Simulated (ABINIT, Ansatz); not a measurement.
## CO2 (Cmce): changed settings of a GW run in ABINIT

Aim: change inputs of a GW run on CO2 (Cmce) and see what moves.

Method: PBEsol and many-body steps on it, plane waves, in ABINIT 10.8.3.

Most raw output is cut from this account.

**1. The structure**

It takes space group Cmce (No. 64, orthorhombic). Conventional cell: a = 5.272 Å, b = 4.775 Å, c = 6.587 Å, α = 90.00°, β = 90.00°, γ = 90.00°. Nearest to C lie 2 O at 1.17 Å. O has 1 C at 1.17 Å nearest. Farther neighbours and most contacts between anions are not listed.

The cell and positions are those that the Materials Project relaxed with its own functionals (PBE, PBE+U or r2SCAN), kept fixed.

**2. Screening, 4×4×2 mesh, 171 bands, screening to 141.5 eV**

This step: ABINIT 10.8.3; RPA screening on PBEsol, plane waves, norm-conserving pseudopotentials.

The RPA dielectric matrix is built and inverted for each q.

run.abi reads:

```
acell 3*1.0 Angstrom
rprim 
  2.635911230000 -2.387378120000 0.000000000000
  2.635911230000 2.387378120000 0.000000000000
  0.000000000000 0.000000000000 6.587174910000
ntypat 2
znucl 6 8
natom 6
typat 1 1 2 2 2 2
xred 
  0.000000000000 0.000000000000 0.000000000000
  0.500000000000 0.500000000000 0.500000000000
  0.806508570000 0.193491430000 0.891843390000
  0.193491430000 0.806508570000 0.108156610000
  0.693491430000 0.306508570000 0.391843390000
  0.306508570000 0.693491430000 0.608156610000
pp_dirpath "pseudos"
pseudos "C.upf, O.upf"
ecut 37
ngkpt 4 4 2
nshiftk 1
shiftk 0 0 0
kptopt 1
chksymbreak 0
istwfk *1
occopt 1
irdwfk 1
optdriver 3
nband 171
ecuteps 5.2
inclvkb 2
awtr 1
symchi 1
indata_prefix "in"
outdata_prefix "out"
tmpdata_prefix "tmp"
```

Command:

```console
> OMP_NUM_THREADS=1 mpirun -n 8 abinit run.abi > log
```

Run time: 4.5 min. Hardware: 8 MPI ranks of Arm Neoverse N1, shared host; peak memory 4 GiB; 36 min of CPU time.

Numbers from this step:

* ε∞ with local fields, on this mesh, along the program's q direction: 1.837
* the same without local fields: 2.233
* plasma frequency: 23.07 eV
* plane waves in the screening matrix: 321

Local fields lower ε∞ by 18 %. On a Γ-centred mesh this coarse the value itself is usually too large, while a short band sum pulls it down.

**3. Base**

The self-energy is evaluated for the states that the input lists, and the levels follow from it, in one-shot runs by the linearised quasiparticle equation.

This step: G0W0 on PBEsol, plane waves, norm-conserving pseudopotentials.

Edit run.abi of step 2 so:

```diff
@@ -27,8 +27,17 @@
 irdwfk 1
-optdriver 3
+optdriver 4
 nband 171
+gwcalctyp 0
+ecutsigx 37
+symsigma 1
+nkptgw 2
+kptgw 
+  0.5000000000 0.5000000000 0.0000000000
+  0.0000000000 0.0000000000 0.0000000000
+bdgw 
+  15 18
+  15 18
 ecuteps 5.2
-inclvkb 2
-awtr 1
-symchi 1
+irdscr 1
+ppmodel 1
 indata_prefix "in"
```

Elapsed: 29 s, on 8 MPI ranks; peak memory 3.2 GiB.

Numbers from this step:

- G0W0 gap on the points computed: 10.20 eV
- starting gap on the mesh: 6.582 eV
- k of the valence top: 0.5, 0.5, 0
- k of the conduction bottom: 0, 0, 0
- Z at the valence top: 0.826
- Z at the conduction bottom: 0.884
- least direct G0W0 gap on the computed points: 10.91 eV

The gap on the mesh goes from 6.58 eV to 10.20 eV, a correction of +3.61 eV.

**4. No symmetry in the self-energy**

Edit run.abi of step 3 so:

```diff
@@ -31,3 +31,3 @@
 ecutsigx 37
-symsigma 1
+symsigma 0
 nkptgw 2
```

Wall time 66 s (8 MPI ranks); peak memory 3.2 GiB; 8.7 min of CPU time.

This step gave:

| Item | Value |
| --- | --- |
| G0W0 gap on the points computed | 10.20 eV |
| starting gap on the mesh | 6.582 eV |
| k of the valence top | 0.5, 0.5, 0 |
| k of the conduction bottom | 0, 0, 0 |
| Z at the valence top | 0.826 |
| Z at the conduction bottom | 0.884 |
| least direct G0W0 gap on the computed points | 10.91 eV |

Against G0W0 in ABINIT (4×4×2 mesh, 171 bands, screening to 141.5 eV, Godby-Needs plasmon pole), the gap moves by +0.000 eV.

**5. Screening cutoff above the file's**

Edit run.abi of step 4 so:

```diff
@@ -31,3 +31,3 @@
 ecutsigx 37
-symsigma 0
+symsigma 1
 nkptgw 2
@@ -39,3 +39,3 @@
   15 18
-ecuteps 5.2
+ecuteps 20.8
 irdscr 1
```

Run time: 31 s. Hardware: 8 MPI ranks; peak memory 3.2 GiB; 4.1 min of CPU time.

The run ended normally, though the input holds a fault or crude settings.

The fault put into this input: screening cutoff above the file's. It printed a gap of 10.20 eV, the value of the sound run: the program fell back on what its files hold, so an unchanged gap is no proof of convergence.

**6. The runs together**

Times are wall times on 8 MPI ranks of Arm Neoverse N1, shared host, good to a factor of about two. A run's time includes the screening step that it read.

```
                           run   mesh  bands  screening cutoff (eV)  DFT gap (eV)  gap on the mesh (eV)  direct (eV)  ε∞ used     time
                          base  4×4×2    171                  141.5         6.582                10.195       10.911     1.84    5 min
no symmetry in the self-energy  4×4×2    171                  141.5         6.582                10.195       10.911     1.84  5.6 min
```

**7. Summary of results**

```yaml
base: 10.195 eV
no_symmetry_in_the_self_energy: 10.195 eV
known_limits: not at the basis limit; coarse k mesh
```

What this shows: No symmetry in the self-energy: no change against base (keys changed: symsigma). Bands and cutoff are finite, so the gap is not at the basis limit. The miss can reach some tenths of an eV and take either sign; the mesh is an error of its own. In the G0W0 runs levels were corrected at 2 k points alone, so a gap called «on the mesh» is the least over those, and an edge elsewhere would be missed. The 4×4×2 mesh is coarse for this cell, which bears on the long-range parts of exchange and screening.

[Paths, hosts, dates, memory and timing lines, banners, echoed tables and standing remarks are left out of the program output.]

[Logs are printed without paths, hosts, clocks, repeated set-up lines and the standing remarks that a program may print on its own settings, such as how far it seeks lower states.]

[Runs of the session that timed out or met a known fault of the program may be left out.]

[Hosts, paths, dates, database ids (printed as entryN), source tags and the programs' standing remarks are cut or masked in the printed files.]

[G0W0 gaps are taken among the corrected bands and points alone; a level outside them can change the order at an edge.]

[Where Ansatz stands beside ABINIT at settings called matched, ABINIT's density can come from a denser mesh and the files from another edition; pairs whose starting gaps differed by over 0.03 eV were left out, so agreement reads better than it is.]
